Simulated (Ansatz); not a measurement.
# 1T-IrSTe monolayer in a perpendicular field

What dipole does a perpendicular field induce in the 1T-IrSTe monolayer? A positive field points along +c.

Method: plane-wave DFT, PBE-D3(BJ), Ansatz PAW (set soft_1); PAW set soft_1, in Ansatz 0.2.0.

Report form: the programs' logs are mostly left out.

## (1) The starting structure

The cell holds 3 atoms: 1 Te, 1 Ir and 1 S. Cell: a = 3.581 Å, b = 3.581 Å, c = 36.582 Å, α = 90.0°, β = 90.0°, γ = 120.0°. Vacuum lies along c.

## (2) Relaxation

The starting cell is a guess, so the in-plane lattice and the atoms are relaxed first, with the slab cut off from its images along the normal.

input.yaml

```yaml
crystal:
  lattice:
    - [3.581057, 0.0, 0.0]
    - [-1.7905285, 3.1012863344, 0.0]
    - [0.0, 0.0, 36.58160865]
  atoms:
    - { symbol: Te, position: [0.6666666667, 0.3333333333, 0.4619807773] }
    - { symbol: Ir, position: [0.0, 0.0, 0.5081206246], spin: 1.0 }
    - { symbol: S, position: [0.3333333333, 0.6666666667, 0.5380192227] }
  periodic: [true, true, false]
magnetization:
  spin_polarized: true
kpoints:
  mp_grid: { grid: [12, 12, 1] }
hamiltonian:
  xc: pbe
  dispersion: d3bj
  pseudopotentials: { kind: paw, azcp: { folder: soft_1 } }
scf:
  occupations: { method: fermi_dirac, width: 0.05 }
  convergence: { dr2_threshold: 1.0e-09 }
relax:
  f_tol: 0.004
  max_steps: 90
  cell: {}
output:
  write_potential: true
  write_density: true
  volumetric_format: npy
```

Command:

```bash
$ ansatz run input.yaml --threads 2 --pin off --max-ram 3072MiB --backend cpu --events-out ev --progress --plain --runs-dir out
```

It took 4.1 min on 2 threads of Arm Neoverse V1, shared host; peak memory 0.74 GiB.

The steps of the relaxation:

```tsv
step	energy less that of the first step (eV)	largest force component (eV/Å)	volume (Å³)
1	0.0000	0.6531	406.27
2	-0.0052	0.4676	408.78
3	-0.0363	0.1792	403.19
4	-0.0430	0.2136	398.08
5	-0.0518	0.1053	386.11
6	-0.0526	0.0334	386.26
7	-0.0527	0.0205	386.16
8	-0.0527	0.0039	386.45
9*	-0.0519	0.0042	386.45
10	-0.0519	0.0002	386.45
11*	-0.0519	0.0002	386.45
```

Relaxation steps marked * repeat the geometry before them on a plane-wave basis chosen anew for their cell, so energy and pressure can jump there.

The run keeps the 6 symmetry operations that it works with, so distortions that break them were not tested.

```tsv
cell as run	before	after	change
a (Å)	3.581	3.493	-2.5 %
b (Å)	3.581	3.493	-2.5 %
```

The atoms that moved most (Å, along periodic axes as changes of fractional coordinates times the final cell, across vacuum about the mean position):

```tsv
atom	dx	dy	dz	length
Te1	0.000	0.000	-0.159	0.159
S3	0.000	0.000	0.097	0.097
Ir2	0.000	0.000	0.062	0.062
```

Final coordinates:

```
Te Ir S
1.0
     3.49260    0.00000    0.00000
    -1.74630    3.02468    0.00000
     0.00000    0.00000   36.58161
Te Ir S
1 1 1
Direct
  0.66667 0.33333 0.45764
  0.00000 0.00000 0.50982
  0.33333 0.66667 0.54067
```

This step gave:

```yaml
energy_at_zero_smearing: -19820.3711 eV
```

The lattice constant a goes from 3.581 to 3.493 Å.

## (3) Single point, field 0

A sawtooth potential applies the field, turning back in the middle of the vacuum. With the dipole correction the typed value is the field outside the slab. The induced dipole is small, so the SCF threshold is tight.

The cell differs from the one that the last finished run ended in (c 36.582 → 21.037 Å).

input.yaml

```yaml
crystal:
  lattice:
    - [3.4925967076, 0.0, 0.0]
    - [-1.7462983538, 3.024677474, 0.0]
    - [0.0, 0.0, 21.0373406643]
  atoms:
    - { symbol: Te, position: [0.6666666667, 0.3333333333, 0.4278107268] }
    - { symbol: Ir, position: [0.0, 0.0, 0.5185485133] }
    - { symbol: S, position: [0.3333333333, 0.6666666667, 0.5721892732] }
kpoints:
  mp_grid: { grid: [18, 18, 1] }
  band_path:
    path: [[0, 0, 0], [0.5, 0, 0], [0.33333333, 0.33333333, 0], [0, 0, 0]]
    npoints: 16
hamiltonian:
  xc: pbe
  dispersion: d3bj
  pseudopotentials: { kind: paw, azcp: { folder: soft_1 } }
scf:
  occupations: { method: fermi_dirac, width: 0.02585 }
  convergence: { dr2_threshold: 1.0e-10 }
efield:
  axis: 3
  dipole_correction: true
  ramp_position: 0.97
  ramp_width: 0.06
  amplitude: 0
output:
  dos: { projected: true, e_range: [-6, 5] }
  write_potential: true
  write_density: true
  volumetric_format: npy
  elf: true
```

Wall time 21 s (2 threads); peak memory 0.54 GiB.

This step gave:

| Property | Result |
| --- | --- |
| energy at zero smearing | -19820.3607 eV |
| work function, upper face | 5.077 eV |
| work function, lower face | 4.333 eV |
| dipole along the normal | -0.04345 e·Å |
| step between the vacuum levels | 0.7443 eV |

Running mean over a fixed 2.8 Å (it still follows the layers) of the planar mean; the ramp of the sawtooth is left out. Table of electron's electrostatic potential energy less the Fermi level by z:

z (Å), electron's electrostatic potential energy less the Fermi level (eV) and a bar from the least value:
```
      3.0       4.33 ############################
      3.5       4.33 ############################
      4.0       4.33 ############################
      4.5       4.33 ############################
      5.0       4.33 ############################
      5.5       4.31 ############################
      6.0       4.24 ############################
      6.5       3.94 ############################
      7.0       2.77 #########################
      7.5       0.67 #####################
      8.0      -1.45 #################
      8.5      -3.39 #############
      9.0      -5.01 ##########
      9.5      -7.48 #####
     10.0      -9.07 #
     10.5      -9.79 
     11.0      -9.73 
     11.5      -9.13 #
     12.0      -6.98 ######
     12.5      -3.55 #############
     13.0      -0.25 ###################
     13.5       2.36 #########################
     14.0       4.24 ############################
     14.5       4.90 ##############################
     15.0       5.04 ##############################
     15.5       5.07 ##############################
     16.0       5.08 ##############################
     16.5       5.08 ##############################
     17.0       5.08 ##############################
     17.5       5.08 ##############################
     18.0       5.08 ##############################
```

The density of states has structure finer than the step of the table below, so its rows give means over 0.2 eV, whole bins alone (the curve runs from -6 to 1.99 eV). Peaks (eV: height): -5.42: 8.11, -5.15: 13.2, -4.54: 10.6, -2.66: 8.06, -1.89: 8.98, -1.70: 8.39, 1.55: 6.94.

Table of density of states by energy, zero at the Fermi level; means over each step:

energy (eV), density of states (states/eV a cell) and a bar:
```
     -5.8        1.0 ####
     -5.6        3.9 ################
     -5.4        6.0 #########################
     -5.2        7.1 ##############################
     -5.0        2.3 #########
     -4.8        0.1 
     -4.6        3.5 ###############
     -4.4        2.6 ###########
     -4.2        0.7 ###
     -4.0        0.4 #
     -3.8        0.5 ##
     -3.6        2.0 ########
     -3.4        2.9 ############
     -3.2        4.6 ###################
     -3.0        2.6 ###########
     -2.8        4.0 #################
     -2.6        3.9 ################
     -2.4        0.7 ###
     -2.2        0.5 ##
     -2.0        1.2 #####
     -1.8        5.4 #######################
     -1.6        1.8 #######
     -1.4        4.0 #################
     -1.2        2.2 #########
     -1.0        1.8 #######
     -0.8        2.2 #########
     -0.6        3.1 #############
     -0.4        1.9 ########
     -0.2        1.3 #####
      0.0        1.1 ####
      0.2        1.1 ####
      0.4        1.3 #####
      0.6        1.9 ########
      0.8        0.5 ##
      1.0        1.2 #####
      1.2        1.3 #####
      1.4        1.8 #######
      1.6        3.7 ###############
      1.8        0.7 ###
```

Projected DOS per atom over height of the atomic layer and energy from the Fermi level. Layers: Te Ir S from below.

Ten even steps from '0' (0.07 states/eV) to '9' (2.50 states/eV), each cell a mean:
```
121
143
021
111
211
110
221
241
140
171
292
000
361
361
671
121
000
243
011
376
387
012
```
Columns: height of the atomic layer (Å) from 9 to 12.0 (not evenly spaced); rows upwards: energy from the Fermi level (eV) from -5.96 to 1.96.

The electronic bands at the labelled points (eV, zero at the Fermi level):

```tsv
point	band 17	band 18	band 19	band 20	band 21	band 22	band 23	band 24
Γ	-2.63	-0.39	0.63	0.63	3.20	3.20	3.37	4.50
halfway	-2.77	-1.50	-0.36	0.24	1.54	2.50	4.59	5.18
M	-1.93	-1.71	-1.27	-1.16	1.67	2.37	3.72	5.18
halfway	-3.07	-1.74	-1.47	-0.55	1.08	2.14	4.14	6.45
K	-3.67	-1.73	-1.23	-0.85	0.83	2.43	4.06	6.65
halfway	-2.61	-1.57	-0.92	0.31	1.45	1.87	4.96	5.78
Γ	-2.63	-0.39	0.63	0.63	3.20	3.20	3.37	4.50
```

Valence density in the ca plane at fractional y = 0.000, with atoms of Ir within 0.2 Å of it. It is the smooth field of the valence electrons, not physical close to the nuclei.

Ten steps, logarithmic in the rise over the least value, from '0' (0.0 e/Å³) to '9' (9.5 e/Å³), each cell a mean:
```
00000000000000000011224799863100000000000000
00000000000000000112223577643110000000000000
00000000000000001123333344433210000000000000
00000000000000001233332222333221000000000000
00000000000000001233332222333321000000000000
00000000000000001223332233333210000000000000
00000000000000000122223456543210000000000000
00000000000000000011224689753100000000000000
00000000000000000011125899963100000000000000
```
Columns run along c (16.0 Å, from fractional 0.09 to 0.85 of the cell), rows up along a (3.5 Å). Atoms in or near the plane, at fractional coordinates: Ir at (0.52, 0.00).

ELF in the ca plane at fractional y = 0.000, with atoms of Ir within 0.2 Å of it. It is the smooth field of the valence electrons, not physical close to the nuclei.

Ten even steps from '0' (0.00) to '9' (0.70), each cell a mean:
```
00000000000001123468777542000000000000000000
00000000000123455445775443100000000000000000
00000000001468877643445676421000000000000000
00000000013699877753246899853100000000000000
00000000013799876753247899863100000000000000
00000000012589877753346887642000000000000000
00000000001246666544654554210000000000000000
00000000000012233447886432100000000000000000
00000000000000112478678642000000000000000000
```
Columns run along c (16.0 Å, from fractional 0.17 to 0.93 of the cell), rows up along a (3.5 Å). Atoms in or near the plane, at fractional coordinates: Ir at (0.52, 0.00).

Electrostatic potential energy in the ca plane at fractional y = 0.000, with atoms of Ir within 0.2 Å of it. With pseudopotentials it is smooth inside the atoms' cores, unlike the true potential.

Ten even steps from '0' (-46 eV) to '9' (5 eV), each cell a mean:
```
99999999999999999840000699999999999999999999
99999999999999999873114799999999999999999999
99999999999999888888778899999999999999999999
99999999999998767889998889999999999999999999
99999999999998766889998888999999999999999999
99999999999998877888888889999999999999999999
99999999999999888886446899999999999999999999
99999999999999999860001799999999999999999999
99999999999999999840000589999999999999999999
```
Columns run along c (16.0 Å, from fractional 0.17 to 0.93 of the cell; values clipped at the 3rd and 97th percentile), rows up along a (3.5 Å). Atoms in or near the plane, at fractional coordinates: Ir at (0.52, 0.00).

The work function of the upper face is 5.08 eV.

## (4) Atoms held, field 0.1 V/Å

Changes to input.yaml since step 3:

```diff
@@ -24,7 +24,6 @@
   dipole_correction: true
-  ramp_position: 0.97
-  ramp_width: 0.06
-  amplitude: 0
+  ramp_position: 0.9406
+  ramp_width: 0.1031
+  amplitude: 0.1
 output:
-  dos: { projected: true, e_range: [-6, 5] }
   write_potential: true
@@ -32,2 +31 @@
   volumetric_format: npy
-  elf: true
```

It took 20 s on 2 threads; peak memory 0.52 GiB.

The dipole is -0.0118 e·Å, 0.0316 e·Å from its value without field.

## (5) Single point, field -0.1 V/Å

Changes to input.yaml since step 4:

```diff
@@ -26,3 +26,3 @@
   ramp_width: 0.1031
-  amplitude: 0.1
+  amplitude: -0.1
 output:
```

The job ended after 20 s (2 threads; peak memory 0.52 GiB; 40 s of CPU time).

The dipole is -0.0751 e·Å, -0.0316 e·Å from its value without field.

## (6) Response, atoms held

This step: plane-wave DFT, PBE-D3(BJ), Ansatz PAW (set soft_1); response to a field along the normal, atoms held; PAW set soft_1 (Ansatz 0.2.0).

The dipoles give the slope, and the difference of two potentials shows where the field is screened.

Numbers from this step:

```yaml
equivalent_conductor_thickness_p_eps_0ae: 5.415 Å
distance_between_the_outer_atoms: 3.037 Å
```

Table of dipole of the cell by applied field:

```tsv
applied field (V/Å)	dipole of the cell (e·Å)
-0.1000	-0.0751
0.0000	-0.0435
0.1000	-0.0118
```

Local field over the applied field, running mean. From the potentials at -0.1 and 0.1 V/Å; running mean over 2.5 Å. The local field over applied field by z:

z (Å), local field over applied field and a bar:
```
     4.09      0.999 ##############################
     4.38      0.998 ##############################
     4.82      0.994 ##############################
     5.11      0.989 ##############################
     5.55      0.973 #############################
     5.84      0.953 #############################
     6.14      0.920 ############################
     6.57      0.837 #########################
     6.87      0.756 #######################
     7.16      0.661 ####################
     7.60      0.506 ###############
     7.89      0.402 ############
     8.33      0.252 #######
     8.62      0.165 #####
     8.91      0.095 ###
     9.35      0.034 #
     9.64      0.016 
     9.93      0.009 
    10.37      0.009 
    10.66      0.017 
    11.10      0.043 #
    11.40      0.070 ##
    11.69      0.112 ###
    12.13      0.211 ######
    12.42      0.297 #########
    12.71      0.393 ############
    13.15      0.546 ################
    13.44      0.646 ###################
    13.88      0.786 ########################
    14.17      0.862 ##########################
    14.46      0.917 ###########################
    14.90      0.964 #############################
    15.19      0.980 #############################
    15.49      0.989 ##############################
    15.92      0.996 ##############################
    16.22      0.998 ##############################
    16.65      0.999 ##############################
    16.95      1.000 ##############################
```

Electrons, planar mean, per unit field. Table of induced electron density by z:

z (Å), induced electron density (e/Å³ per V/Å) and a bar from the least value:
```
      4.5    0.00001 ################
      5.0    0.00004 ################
      5.5    0.00012 #################
      6.0    0.00031 #################
      6.5    0.00079 ###################
      7.0    0.00179 ########################
      7.5    0.00318 ##############################
      8.0    0.00309 ##############################
      8.5    0.00096 ####################
      9.0    0.00073 ###################
      9.5    0.00033 #################
     10.0   -0.00034 ##############
     10.5    0.00003 ################
     11.0   -0.00059 #############
     11.5   -0.00020 ###############
     12.0   -0.00085 ############
     12.5   -0.00198 #######
     13.0   -0.00362 
     13.5   -0.00233 ######
     14.0   -0.00101 ############
     14.5   -0.00038 ##############
     15.0   -0.00013 ###############
     15.5   -0.00004 ################
     16.0   -0.00001 ################
     16.5    0.00000 ################
```

By hand: between -0.1 and 0.1 V/Å the dipole changes by 0.06322 e·Å, a slope of 0.3161 e·Å²/V. A perfect conductor of thickness t has p = ε₀AEt, so t = 180.95 × 0.3161 / 10.564 = 5.41 Å (e/ε₀ = 180.95 V·Å, A in Å²).

The induced dipole is that of a conductor 5.41 Å thick.

## (7) Outcome

| Quantity | Value |
| --- | --- |
| gap without field | none |
| work function, upper face | 5.08 eV |
| step between the vacuum levels | 0.744 eV |
| equivalent conductor thickness, atoms held | 5.41 Å |

What this shows: The induced dipole equals that of a perfect conductor 5.41 Å thick, while the outer atoms lie 3.04 Å apart. The two faces differ: the vacuum level above lies 0.74 eV higher than the one below. There is no gap over 0.03 eV, with or without the field. The first relaxation ran with spin and lost its moment, and the later runs have none; other magnetic states were not tried. Spin-orbit coupling is left out, which matters for the bands of elements this heavy.

[Logs are printed without paths, hosts, clocks, repeated set-up lines and the standing remarks that a program may print on its own settings, such as how far it seeks lower states.]

[Hosts, paths, dates, database ids (printed as entryN), source tags and the programs' standing remarks are cut or masked in the printed files.]

[Maps of the electrostatic potential energy from Ansatz leave out the sawtooth potential of an applied field or a dipole correction, so their vacuum need not be flat; planar profiles and work functions include it.]

[The density of states shown here was stored with 400 of the rows of the run's finer table, so its peaks can read low, often by over a quarter, or be missed, and its means over a window can be off by a tenth or more.]
